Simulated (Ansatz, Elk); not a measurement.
# Bonding as seen by X-rays: TiBiRu4

The structure of TiBiRu4 used here is made up (a known structure type with other elements) and was relaxed beforehand with PBE. The aim is the Fourier transform of its all-electron density, F(hkl), set beside the sum over free spherical atoms that refinements use.

Program: Elk 11.2.3 (patched build). Level of theory: DFT, PBE, all-electron APW+lo, Dirac cores, scalar-relativistic bands, static density, no spin. Results are calculated unless marked as measured.

This account leaves out most program logs.

The structure was built from a prototype and need not be the compound's stable phase.

### 1. The structure

It takes space group Cmmm (No. 65, orthorhombic). The conventional cell has a = 5.177 Å, b = 8.543 Å, c = 4.628 Å, α = 90.00°, β = 90.00°, γ = 90.00°. Nearest to Bi lie 6 Ru at 2.78 to 2.99 Å. Nearest to Ru lie 2 Ti at 2.50 Å and 6 Ru at 2.59 to 2.73 Å. Nearest to Ru lie 7 Ru at 2.73 to 2.98 Å and 2 Ti at 2.75 Å and 3 Bi at 2.78 to 2.99 Å. Nearest to Ti lie 8 Ru at 2.50 to 2.75 Å. Farther neighbours are not listed.

### 2. Ground state and structure factors

An all-electron density is needed, since X-rays see the cores too. Task 0 finds the density and task 195 Fourier-transforms it; tshift is off so that phases refer to the origin typed.

Input file elk.in:

```
tasks
  0
  195

xctype
  20

spinpol
  .false.

rgkmax
  7.0

gmaxvr
  14.0

lmaxo
  7

lmaxapw
  8

swidth
  0.002

tshift
  .false.

ramdisk
  .false.

hmaxvr
  5.5

maxscl
  120

epspot
  1e-06

sppath
  './'

avec
  4.89167545850 -8.07236580909 -0.00000000000
  4.89167545850 8.07236580909 0.00000000000
  -0.00000000000 0.00000000000 8.74484208695

atoms
  3
  'Bi.in'
  1
  -0.0000000000 0.0000000000 0.0000000000   0.000000 0.000000 0.000000
  'Ru.in'
  4
  0.0000000000 0.5000000000 0.5000000000   0.000000 0.000000 0.000000
  0.5000000000 -0.0000000000 0.5000000000   0.000000 0.000000 0.000000
  0.3255070751 0.6744929249 0.0000000000   0.000000 0.000000 0.000000
  0.6744929249 0.3255070751 -0.0000000000   0.000000 0.000000 0.000000
  'Ti.in'
  1
  0.5000000000 0.5000000000 0.5000000000   0.000000 0.000000 0.000000

ngridk
  5 5 5
```

Launch:

```console
> OMP_NUM_THREADS=4 elk
```

It took 56 s on 4 threads of Intel Xeon Platinum 8488C (Sapphire Rapids), shared host; peak memory 0.28 GiB; 2.9 min of CPU time.

SFACRHO.OUT:

```text

h k l indices transformed by vhmat matrix:
   1.000000000       0.000000000       0.000000000    
   0.000000000       1.000000000       0.000000000    
   0.000000000       0.000000000       1.000000000    

      h      k      l  multipl.   |H|            Re(F)            Im(F)           |F|

      0      0      0      1   0.0000000       281.00000      0.18706682E-15   281.00000    
      0      0      1      2  0.71850186       58.388583      0.52002301E-13   58.388583    
      1      0      0      4  0.75094777       21.475866      0.29167402E-13   21.475866    
      1     -1      0      2  0.77835736      -30.348000     -0.30083042E-17   30.348000    
      1      0     -1      8   1.0393111       56.951782     -0.32002951E-13   56.951782    
     -1      1     -1      4   1.0592852       87.372285      0.19379128E-13   87.372285    
     -1     -1      0      2   1.2844649       87.000228     -0.21540675E-13   87.000228    
     -1      2      0      4   1.3325175       123.18436     -0.49689379E-13   123.18436    
      0      0     -2      2   1.4370037       220.10081      0.93499513E-13   220.10081    
      1      1      1      4   1.4717659       187.80322     -0.43448162E-13   187.80322    
      0      2      0      4   1.5018955       111.15022     -0.55498487E-13   111.15022    
     -2      1     -1      8   1.5138850       148.76666     -0.60786322E-13   148.76666    
      2     -2      0      2   1.5567147       126.75419      0.17649850E-16   126.75419    
      1      0     -2      8   1.6213890       22.460117      0.31734149E-13   22.460117    
     -1      1      2      4   1.6342643      -21.385262      0.55449887E-13   21.385262    
      0      2     -1      8   1.6649129      -50.031148      0.22642836E-13   50.031148    
     -2      2      1      4   1.7145278      -32.246268      0.56005469E-13   32.246268    
     -1     -1     -2      4   1.9273894       76.541841     -0.10013631E-12   76.541841
```

Elk indexes on the primitive cell of elk.in and gives |H| = 4π sin θ/λ in inverse bohr. Below, one row stands for each form hkl of the conventional cell (m members, Friedel mates merged), F is for one primitive cell and the density is static (no thermal factor). Free-atom factors are Waasmaier and Kirfel's, and R is Σm||F|−|F'||/Σm|F|.

```tsv
hkl	m	sin θ/λ (Å⁻¹)	abs F, DFT	neutral atoms	diff.
001	2	0.108	58.389	58.700	-0.311
110	4	0.113	21.476	21.882	-0.406
020	2	0.117	30.348	30.228	+0.120
111	8	0.156	56.952	56.912	+0.039
021	4	0.159	87.372	87.495	-0.123
200	2	0.193	87.000	87.023	-0.023
130	4	0.200	123.184	123.508	-0.324
002	2	0.216	220.101	221.195	-1.094
201	4	0.221	187.803	188.655	-0.852
220	4	0.226	111.150	111.470	-0.320
131	8	0.228	148.767	149.555	-0.788
040	2	0.234	126.754	127.562	-0.808
112	8	0.244	22.460	22.084	+0.376
022	4	0.246	21.385	21.887	-0.502
221	8	0.250	50.031	50.730	-0.699
041	4	0.258	32.246	33.161	-0.915
202	4	0.290	76.542	76.638	-0.096
132	8	0.295	108.982	109.057	-0.075
```

### 3. The highest occupied states alone

An energy window below the Fermi level keeps the highest occupied states, to see at which angles they scatter; shallow core shells can lie inside it and anion s states outside. No new self-consistency is needed.

elk.in: that of step 2 with these lines changed.

```diff
@@ -1,3 +1,2 @@
 tasks
-  0
   195
@@ -40,2 +39,5 @@
 
+wsfac
+  -0.173190 0.678050
+
 sppath
```

Launch:

```console
> OMP_NUM_THREADS=4 elk
```

Wall time 11 s (4 threads); peak memory 0.17 GiB; 16 s of CPU time.

States within 15 eV below the Fermi level hold 41.00 electrons; any levels below the window count with the cores. Their amplitudes can exceed the total, where window and core parts have opposite phase:

```tsv
hkl	sin θ/λ (Å⁻¹)	abs F, window	abs F, all
001	0.108	0.114	58.389
110	0.113	4.936	21.476
020	0.117	12.566	30.348
111	0.156	1.149	56.952
021	0.159	2.947	87.372
200	0.193	1.415	87.000
130	0.200	4.639	123.184
002	0.216	9.566	220.101
201	0.221	7.711	187.803
220	0.226	2.425	111.150
```

### 4. Another try

In this try the input is made faulty on purpose, to show what that does.

The input is changed as shown.

elk.in: that of step 3 with these lines changed.

```diff
@@ -1,2 +1,3 @@
 tasks
+  0
   195
@@ -34,3 +35,3 @@
 maxscl
-  120
+  40
 
@@ -39,7 +40,7 @@
 
-wsfac
-  -0.173190 0.678050
-
 sppath
   './'
+
+scale
+  0.52917721
```

Launch:

```console
> OMP_NUM_THREADS=4 elk
```

The job ended after 81 s (4 threads; peak memory 0.21 GiB).

The run ended with an error.

The fault put into the input: lattice vectors in angstrom read as bohr.

### 5. Another functional

The difference from free atoms is small, so it is set against the change that LDA (Perdew-Wang) makes.

elk.in: that of step 4 with these lines changed.

```diff
@@ -5,3 +5,3 @@
 xctype
-  20
+  3
 
@@ -35,3 +35,3 @@
 maxscl
-  40
+  120
 
@@ -42,5 +42,2 @@
   './'
-
-scale
-  0.52917721
```

Launch:

```console
> OMP_NUM_THREADS=4 elk
```

The job ended after 34 s (4 threads; peak memory 0.19 GiB; 1.7 min of CPU time).

Against the first run R = 0.02 %; the largest change is -0.036 at 042.

### 6. A coarser k-mesh

About half the k-points along each axis test the sampling.

elk.in: that of step 5 with these lines changed.

```diff
@@ -5,3 +5,3 @@
 xctype
-  3
+  20
 
@@ -64,2 +64,2 @@
 ngridk
-  5 5 5
+  2 2 2
```

Launch:

```console
> OMP_NUM_THREADS=4 elk
```

Wall time 30 s (4 threads); peak memory 0.27 GiB; 65 s of CPU time.

Against the first run R = 0.05 %; the largest change is +0.139 at 080.

### 7. Settings against the effect

```tsv
run	R against the first run (%)	R against neutral atoms, low angle (%)	wall time
PBE, rgkmax 7	0.00	0.51	56 s
LDA (Perdew-Wang)	0.02	0.52	34 s
k-mesh 2×2×2	0.05	0.51	30 s
```

### 8. Outcome

- R against neutral atoms, sin θ/λ < 0.3 Å⁻¹: 0.51 %
- R against neutral atoms, 0.3 to 0.64 Å⁻¹: 0.17 %

Independent neutral atoms miss the calculated amplitudes by R = 0.51 % below 0.3 Å⁻¹ and 0.17 % from there to 0.64 Å⁻¹; by shells, 0.94 % below 0.15 Å⁻¹ (3 forms), 0.49 % 0.15 to 0.3 (16 forms), 0.23 % 0.3 to 0.45 (40 forms), 0.15 % above 0.45 (90 forms). Bonding, aspherical density and the tables' own atoms all enter these figures, and the runs don't part them. The largest change of an amplitude is -1.09 electrons, at 002. The window's part falls from 41.0 electrons at the origin to at most 0.53 between 0.45 and 0.64 Å⁻¹. Below 0.3 Å⁻¹ the changes that finished (LDA (Perdew-Wang) and k-mesh 2×2×2) move F by R = 0.04 % at most, against the 0.51 % that separates it from free atoms. The basis has no finished test. These runs have no spin, though d or f shells may be open. Spin-orbit coupling is left out, which can matter for elements this heavy. Part of the difference isn't bonding: the tables are fits to free atoms and ions calculated by other methods than this functional. Thermal motion, anomalous dispersion and extinction are left out.

[Logs are printed without paths, hosts, clocks, repeated set-up lines and the standing remarks that a program may print on its own settings, such as how far it seeks lower states.]

[Hosts, paths, dates, database ids (printed as entryN), source tags and the programs' standing remarks are cut or masked in the printed files.]
